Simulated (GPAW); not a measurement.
# Work function of Sc2COS MXene monolayer at several levels

Wanted: work functions and dipole of Sc2COS MXene monolayer, with the cost of each level.

Method: GPAW, PAW setups; layer in a repeated cell with vacuum, relaxation of atoms and in-plane cell, in the first sound run; inputs show where later runs differ, in GPAW 26.7.0.

Report form: the programs' logs are mostly left out.

## 1. The starting structure

The cell holds 5 atoms: 1 S, 2 Sc, 1 C and 1 O. Cell: a = 3.226 Å, b = 3.226 Å, c = 21.483 Å, α = 90.0°, β = 90.0°, γ = 120.0°. Vacuum lies along c.

## 2. Relaxation

Forces are removed first; all later runs use this geometry.

File run.py:

```python
import json
import numpy as np
from ase import Atoms
from ase.filters import FrechetCellFilter
from ase.optimize import BFGS
from gpaw import GPAW, PW

slab = Atoms(
    ['S', 'Sc', 'C', 'Sc', 'O'],
    positions=[
        [-0.00000, 1.86258, 8.00000],
        [1.61304, 0.93129, 9.78527],
        [0.00000, 0.00000, 11.05820],
        [-0.00000, 1.86258, 12.33112],
        [1.61304, 0.93129, 13.48304]],
    cell=[[3.22608, 0.0, 0.0], [-1.61304, 2.79387, 0.0], [0.0, 0.0, 21.483]],
    pbc=[True, True, True])

slab.calc = GPAW(mode=PW(600), xc='PBE', kpts={'size': (12, 12, 1), 'gamma': True},
                 occupations={'name': 'fermi-dirac', 'width': 0.05}, nbands='160%',
                 convergence={'density': 1e-05}, maxiter=200,
                 symmetry={'tolerance': 1e-3}, txt='slab.txt')
result = {}
# The in-plane cell is free; stress needs a cell that repeats along all three vectors
path = []
opt = BFGS(FrechetCellFilter(slab, mask=[1, 1, 0, 0, 0, 1]), maxstep=0.2)
opt.attach(lambda: path.append((slab.get_potential_energy(), slab.positions.tolist(), slab.get_forces().tolist())))
result['relaxed'] = bool(opt.run(fmax=0.02, steps=45))
result['path'] = path
result['cell'] = slab.cell.tolist()
print('in-plane lattice', slab.cell.cellpar().round(4)[[0, 1, 5]])
energy = slab.get_potential_energy()
fermi = slab.calc.get_fermi_level()
v = slab.calc.get_electrostatic_potential().mean((0, 1)) - fermi
n = slab.calc.get_pseudo_density().mean((0, 1))
L = slab.cell[2, 2]
z = np.arange(len(v)) * L / len(v)
low, high = slab.positions[:, 2].min(), slab.positions[:, 2].max()
below, above = np.interp([low - 5.8, high + 5.8], z, v)
slopes = [np.interp(x, z, np.gradient(v, z)) for x in (low - 5.8, high + 5.8)]
eps = np.array([[slab.calc.get_eigenvalues(k, s) for k in range(len(slab.calc.get_ibz_k_points()))]
                for s in range(slab.calc.get_number_of_spins())]) - fermi
top, bottom = eps[eps < 0].max(), eps[eps > 0].min()
dipole = slab.get_dipole_moment()[2]
print(f'energy {energy:.4f} eV, Fermi level {fermi:.4f} eV, dipole {dipole:.5f} e A')
print(f'potential 5.8 A off the faces, from the Fermi level: lower {below:.4f} eV, upper {above:.4f} eV')
print(f'slope of the potential there: lower {slopes[0]:.5f}, upper {slopes[1]:.5f} eV/A')
print(f'nearest levels on the mesh: {top:.4f} and {bottom:.4f} eV')
print('magnetic moment', round(slab.get_magnetic_moment(), 3))
result.update(energy=energy, fermi=fermi, dipole=dipole, below=below, above=above, slopes=slopes, edges=[top, bottom],
              z=z.tolist(), v=v.tolist(), n=n.tolist(), positions=slab.positions.tolist(),
              forces=slab.get_forces(apply_constraint=False).tolist(), moments=slab.get_magnetic_moments().tolist())
json.dump(result, open('result.json', 'w'))
```

On the command line:

```console
OMP_NUM_THREADS=1 OPENBLAS_NUM_THREADS=1 python run.py
```

Elapsed: 15 min, on 1 thread of Intel Xeon Platinum 8488C (Sapphire Rapids), shared host; peak memory 0.56 GiB.

This step gave:

| Item | Value |
| --- | --- |
| dipole along the normal | 0.03407 e·Å |
| levels nearest the Fermi level on the mesh | -0.05941, 0.04145 eV from the Fermi level |

The electrostatic potential energy of an electron (without an applied field's), less the Fermi level, planar mean oscillates, so the rows of the table below give means over windows of 1 Å about each position, cut where the curve ends. Its maxima inside the range that stand out by 2 % of the span (Å: eV): 8.9: -2.52, 10.5: -3.90, 11.6: -0.0587. Its minima: 8.1: -15.9, 9.7: -13.1, 10.9: -7.97, 12.7: -13.7.

Electrostatic potential energy of an electron (without an applied field's), less the Fermi level, planar mean against z; means over each step:

```
z (Å)  electrostatic potential energy of an electron (without an applied field's), less the Fermi level, planar mean (eV)
    0                                                                                                                6.41
    1                                                                                                                6.43
    2                                                                                                                6.46
    3                                                                                                                6.49
    4                                                                                                                6.52
    5                                                                                                                6.55
    6                                                                                                                6.49
    7                                                                                                                4.19
    8                                                                                                               -10.3
    9                                                                                                               -5.31
   10                                                                                                               -9.02
   11                                                                                                               -4.86
   12                                                                                                               -4.52
   13                                                                                                               -12.3
   14                                                                                                                1.99
   15                                                                                                                6.06
   16                                                                                                                6.23
   17                                                                                                                6.27
   18                                                                                                                6.30
   19                                                                                                                6.33
   20                                                                                                                6.36
   21                                                                                                                6.39
```

The pseudo valence density, planar mean oscillates, so the rows of the table below give means over windows of 1 Å about each position, cut where the curve ends. Its maxima inside the range that stand out by 2 % of the span (Å: e/Å³): 8.4: 0.432, 9.6: 1.18, 12.7: 1.31. Its minima: 8.9: 0.338, 11.7: 0.237.

Table of pseudo valence density, planar mean by z; means over each step:

z (Å), pseudo valence density, planar mean (e/Å³) and a bar:
```
        4       0.00 
        5       0.00 
        6       0.01 
        7       0.12 ###
        8       0.38 ###########
        9       0.49 ##############
       10       0.80 ######################
       11       0.38 ###########
       12       0.47 #############
       13       1.07 ##############################
       14       0.27 ########
       15       0.01 
       16       0.00 
       17       0.00
```

The relaxation lowered the energy of the cell by 1.19 eV (energies extrapolated to zero smearing; the optimiser's log prints free energies). The largest force left on a free atom is 0.012 eV/Å.

## 3. Plane waves, PBE

With the geometry fixed, the planar mean of the potential gives the vacuum level on each side.

This step: GPAW, PAW setups; slab in vacuum (GPAW 26.7.0).

The cell differs from the one that the last finished run ended in (c 21.483 → 21.285 Å).

run.py: that of step 2 with these lines changed.

```diff
@@ -3,4 +3,2 @@
 from ase import Atoms
-from ase.filters import FrechetCellFilter
-from ase.optimize import BFGS
 from gpaw import GPAW, PW
@@ -10,23 +8,16 @@
     positions=[
-        [-0.00000, 1.86258, 8.00000],
-        [1.61304, 0.93129, 9.78527],
-        [0.00000, 0.00000, 11.05820],
-        [-0.00000, 1.86258, 12.33112],
-        [1.61304, 0.93129, 13.48304]],
-    cell=[[3.22608, 0.0, 0.0], [-1.61304, 2.79387, 0.0], [0.0, 0.0, 21.483]],
-    pbc=[True, True, True])
+        [0.00000, 1.91028, 8.00000],
+        [1.65435, 0.95514, 9.63901],
+        [-0.00000, 0.00000, 10.90003],
+        [0.00000, 1.91028, 12.58002],
+        [1.65435, 0.95514, 13.28530]],
+    cell=[[3.3087, 0.0, 0.0], [-1.65435, 2.86542, 0.0], [0.0, 0.0, 21.2853]],
+    pbc=[True, True, False])
 
-slab.calc = GPAW(mode=PW(600), xc='PBE', kpts={'size': (12, 12, 1), 'gamma': True},
+slab.calc = GPAW(mode=PW(500), xc='PBE', kpts={'size': (12, 12, 1), 'gamma': True},
                  occupations={'name': 'fermi-dirac', 'width': 0.05}, nbands='160%',
                  convergence={'density': 1e-05}, maxiter=200,
+                 poissonsolver={'dipolelayer': 'xy'},
                  symmetry={'tolerance': 1e-3}, txt='slab.txt')
 result = {}
-# The in-plane cell is free; stress needs a cell that repeats along all three vectors
-path = []
-opt = BFGS(FrechetCellFilter(slab, mask=[1, 1, 0, 0, 0, 1]), maxstep=0.2)
-opt.attach(lambda: path.append((slab.get_potential_energy(), slab.positions.tolist(), slab.get_forces().tolist())))
-result['relaxed'] = bool(opt.run(fmax=0.02, steps=45))
-result['path'] = path
-result['cell'] = slab.cell.tolist()
-print('in-plane lattice', slab.cell.cellpar().round(4)[[0, 1, 5]])
 energy = slab.get_potential_energy()
```

The job ended after 55 s (1 thread; peak memory 0.27 GiB).

This step gave:

- dipole along the normal: 0.02330 e·Å
- levels nearest the Fermi level on the mesh: -0.05982, 0.04152 eV from the Fermi level
- upper work function: 6.163 eV
- lower work function: 6.622 eV

The electrostatic potential energy of an electron (without an applied field's), less the Fermi level, planar mean oscillates, so the rows of the table below give means over windows of 0.5 Å about each position, cut where the curve ends. Its maxima inside the range that stand out by 2 % of the span (Å: eV): 8.74: -2.54, 10.45: -3.93, 11.59: -0.106. Its minima: 7.98: -15.8, 9.60: -13.0, 10.83: -7.85, 12.64: -13.7.

Electrostatic potential energy of an electron (without an applied field's), less the Fermi level, planar mean against z; means over each step:

z (Å), electrostatic potential energy of an electron (without an applied field's), less the Fermi level, planar mean (eV) and a bar from the least value:
```
      0.0        6.5 ##############################
      0.5        6.6 ##############################
      1.0        6.6 ##############################
      1.5        6.6 ##############################
      2.0        6.6 ##############################
      2.5        6.6 ##############################
      3.0        6.6 ##############################
      3.5        6.6 ##############################
      4.0        6.6 ##############################
      4.5        6.6 ##############################
      5.0        6.6 ##############################
      5.5        6.6 ##############################
      6.0        6.5 ##############################
      6.5        6.2 #############################
      7.0        4.4 ###########################
      7.5       -3.0 ################
      8.0      -13.8 
      8.5       -5.7 ############
      9.0       -4.4 ##############
      9.5      -11.5 ###
     10.0       -8.7 #######
     10.5       -4.8 #############
     11.0       -6.1 ###########
     11.5       -0.7 ###################
     12.0       -4.5 ##############
     12.5      -12.4 ##
     13.0      -12.5 ##
     13.5       -5.8 ############
     14.0        3.6 ##########################
     14.5        5.7 #############################
     15.0        6.1 #############################
     15.5        6.1 #############################
     16.0        6.2 #############################
     16.5        6.2 #############################
     17.0        6.2 #############################
     17.5        6.2 #############################
     18.0        6.2 #############################
     18.5        6.2 #############################
     19.0        6.2 #############################
     19.5        6.2 #############################
     20.0        6.2 #############################
     20.5        6.2 #############################
     21.0        6.2 #############################
```

The pseudo valence density, planar mean oscillates, so the rows of the table below give means over windows of 1 Å about each position, cut where the curve ends. Its maxima inside the range that stand out by 2 % of the span (Å: e/Å³): 8.4: 0.433, 9.7: 1.19, 12.5: 1.28. Its minima: 8.7: 0.345, 11.8: 0.238.

Table of pseudo valence density, planar mean by z; means over each step:

```csv
z (Å),"pseudo valence density, planar mean (e/Å³)"
4,1.0e-5
5,2.6e-4
6,0.00706
7,0.138
8,0.385
9,0.525
10,0.769
11,0.377
12,0.520
13,1.05
14,0.229
15,0.00781
16,3.0e-4
17,1.3e-5
```

The potential is flat to 0.001 eV/Å where it is read, so the vacuum is wide enough.

## 4. Self-consistent run: xc = "revPBE"

The same geometry under revPBE, to see how far the functional moves the levels against the vacuum.

run.py: that of step 3 with these lines changed.

```diff
@@ -16,3 +16,3 @@
 
-slab.calc = GPAW(mode=PW(500), xc='PBE', kpts={'size': (12, 12, 1), 'gamma': True},
+slab.calc = GPAW(mode=PW(500), xc='revPBE', kpts={'size': (12, 12, 1), 'gamma': True},
                  occupations={'name': 'fermi-dirac', 'width': 0.05}, nbands='160%',
```

It took 55 s on 1 thread; peak memory 0.27 GiB.

Numbers from this step:

```yaml
dipole_along_the_normal: 0.02675 e·Å
levels_nearest_the_fermi_level_on_the_mesh: -0.05319, 0.04122 eV from the Fermi level
upper_work_function: 6.018 eV
lower_work_function: 6.543 eV
```

The electrostatic potential energy of an electron (without an applied field's), less the Fermi level, planar mean oscillates, so the rows of the table below give means over windows of 0.5 Å about each position, cut where the curve ends. Its maxima inside the range that stand out by 2 % of the span (Å: eV): 8.74: -2.60, 10.45: -4.02, 11.59: -0.200. Its minima: 7.98: -15.9, 9.60: -13.1, 10.83: -7.94, 12.64: -13.8.

Table of electrostatic potential energy of an electron (without an applied field's), less the Fermi level, planar mean by z; means over each step:

z (Å), electrostatic potential energy of an electron (without an applied field's), less the Fermi level, planar mean (eV) and a bar from the least value:
```
      0.0        6.4 ##############################
      0.5        6.5 ##############################
      1.0        6.5 ##############################
      1.5        6.5 ##############################
      2.0        6.5 ##############################
      2.5        6.5 ##############################
      3.0        6.5 ##############################
      3.5        6.5 ##############################
      4.0        6.5 ##############################
      4.5        6.5 ##############################
      5.0        6.5 ##############################
      5.5        6.5 ##############################
      6.0        6.5 ##############################
      6.5        6.1 #############################
      7.0        4.4 ###########################
      7.5       -3.1 ################
      8.0      -13.9 
      8.5       -5.8 ############
      9.0       -4.5 ##############
      9.5      -11.6 ###
     10.0       -8.8 #######
     10.5       -4.9 #############
     11.0       -6.2 ###########
     11.5       -0.8 ###################
     12.0       -4.6 ##############
     12.5      -12.5 ##
     13.0      -12.6 ##
     13.5       -5.9 ############
     14.0        3.5 #########################
     14.5        5.6 #############################
     15.0        5.9 #############################
     15.5        6.0 #############################
     16.0        6.0 #############################
     16.5        6.0 #############################
     17.0        6.0 #############################
     17.5        6.0 #############################
     18.0        6.0 #############################
     18.5        6.0 #############################
     19.0        6.0 #############################
     19.5        6.0 #############################
     20.0        6.0 #############################
     20.5        6.0 #############################
     21.0        6.1 #############################
```

Pseudo valence density, planar mean against z:

```csv
z (Å),"pseudo valence density, planar mean (e/Å³)"
0.00,0
0.57,0
1.14,0
1.71,0
2.28,0
2.85,0
3.42,0
3.99,6.8e-6
4.56,4.1e-5
5.13,2.6e-4
5.70,0.00161
6.27,0.0104
6.84,0.0670
7.41,0.293
7.98,0.356
8.55,0.394
9.12,0.466
9.69,1.19
10.26,0.437
10.83,0.411
11.40,0.302
11.97,0.324
12.54,1.28
13.11,0.989
13.68,0.441
14.25,0.0601
14.82,0.00835
15.39,0.00131
15.96,2.1e-4
16.53,3.6e-5
17.10,6.5e-6
17.67,0
18.24,0
18.81,0
19.38,0
19.95,0
20.53,0
21.10,0
```

Force by atom:

```csv
atom,x (eV/Å),y (eV/Å),z (eV/Å),size
S1,0.000,0.000,-0.138,0.138
Sc2,0.000,0.000,-0.038,0.038
C3,0.000,0.000,0.055,0.055
Sc4,0.000,0.000,-0.084,0.084
O5,0.000,0.000,0.228,0.228
```

The upper face's work function is 6.018 eV, against 6.163 eV in the first plane-wave PBE run at this geometry.

## 5. OptPBE vdW: xc = "optPBE-vdW"

The same geometry under optPBE-vdW, to see how far the functional moves the levels against the vacuum (the van der Waals functionals take revPBE setups).

run.py: that of step 4 with these lines changed.

```diff
@@ -16,3 +16,3 @@
 
-slab.calc = GPAW(mode=PW(500), xc='revPBE', kpts={'size': (12, 12, 1), 'gamma': True},
+slab.calc = GPAW(mode=PW(500), xc='optPBE-vdW', kpts={'size': (12, 12, 1), 'gamma': True},
                  occupations={'name': 'fermi-dirac', 'width': 0.05}, nbands='160%',
```

The job ended after 75 s (1 thread; peak memory 0.46 GiB).

Numbers from this step:

| Quantity | Value |
| --- | --- |
| dipole along the normal | 0.02121 e·Å |
| levels nearest the Fermi level on the mesh | -0.05659, 0.04327 eV from the Fermi level |
| upper work function | 6.415 eV |
| lower work function | 6.834 eV |

The electrostatic potential energy of an electron (without an applied field's), less the Fermi level, planar mean oscillates, so the rows of the table below give means over windows of 0.5 Å about each position, cut where the curve ends. Its maxima inside the range that stand out by 2 % of the span (Å: eV): 8.74: -2.54, 10.45: -3.90, 11.59: -0.0971. Its minima: 7.98: -15.8, 9.60: -13.0, 10.83: -7.80, 12.64: -13.7.

The electrostatic potential energy of an electron (without an applied field's), less the Fermi level, planar mean by z; means over each step:

```csv
z (Å),"electrostatic potential energy of an electron (without an applied field's), less the Fermi level, planar mean (eV)"
0.0,6.70
0.5,6.82
1.0,6.84
1.5,6.83
2.0,6.83
2.5,6.83
3.0,6.83
3.5,6.83
4.0,6.83
4.5,6.83
5.0,6.83
5.5,6.81
6.0,6.73
6.5,6.36
7.0,4.56
7.5,-2.96
8.0,-13.8
8.5,-5.69
9.0,-4.45
9.5,-11.5
10.0,-8.69
10.5,-4.78
11.0,-6.03
11.5,-0.688
12.0,-4.52
12.5,-12.4
13.0,-12.4
13.5,-5.67
14.0,3.76
14.5,5.91
15.0,6.31
15.5,6.39
16.0,6.41
16.5,6.41
17.0,6.42
17.5,6.42
18.0,6.42
18.5,6.41
19.0,6.41
19.5,6.41
20.0,6.41
20.5,6.41
21.0,6.47
```

The upper face's work function is 6.415 eV, against 6.163 eV in the first plane-wave PBE run at this geometry.

[end of part 1 of 2]

[Logs are printed without paths, hosts, clocks, repeated set-up lines and the standing remarks that a program may print on its own settings, such as how far it seeks lower states.]

[Hosts, paths, dates, database ids (printed as entryN), source tags and the programs' standing remarks are cut or masked in the printed files.]
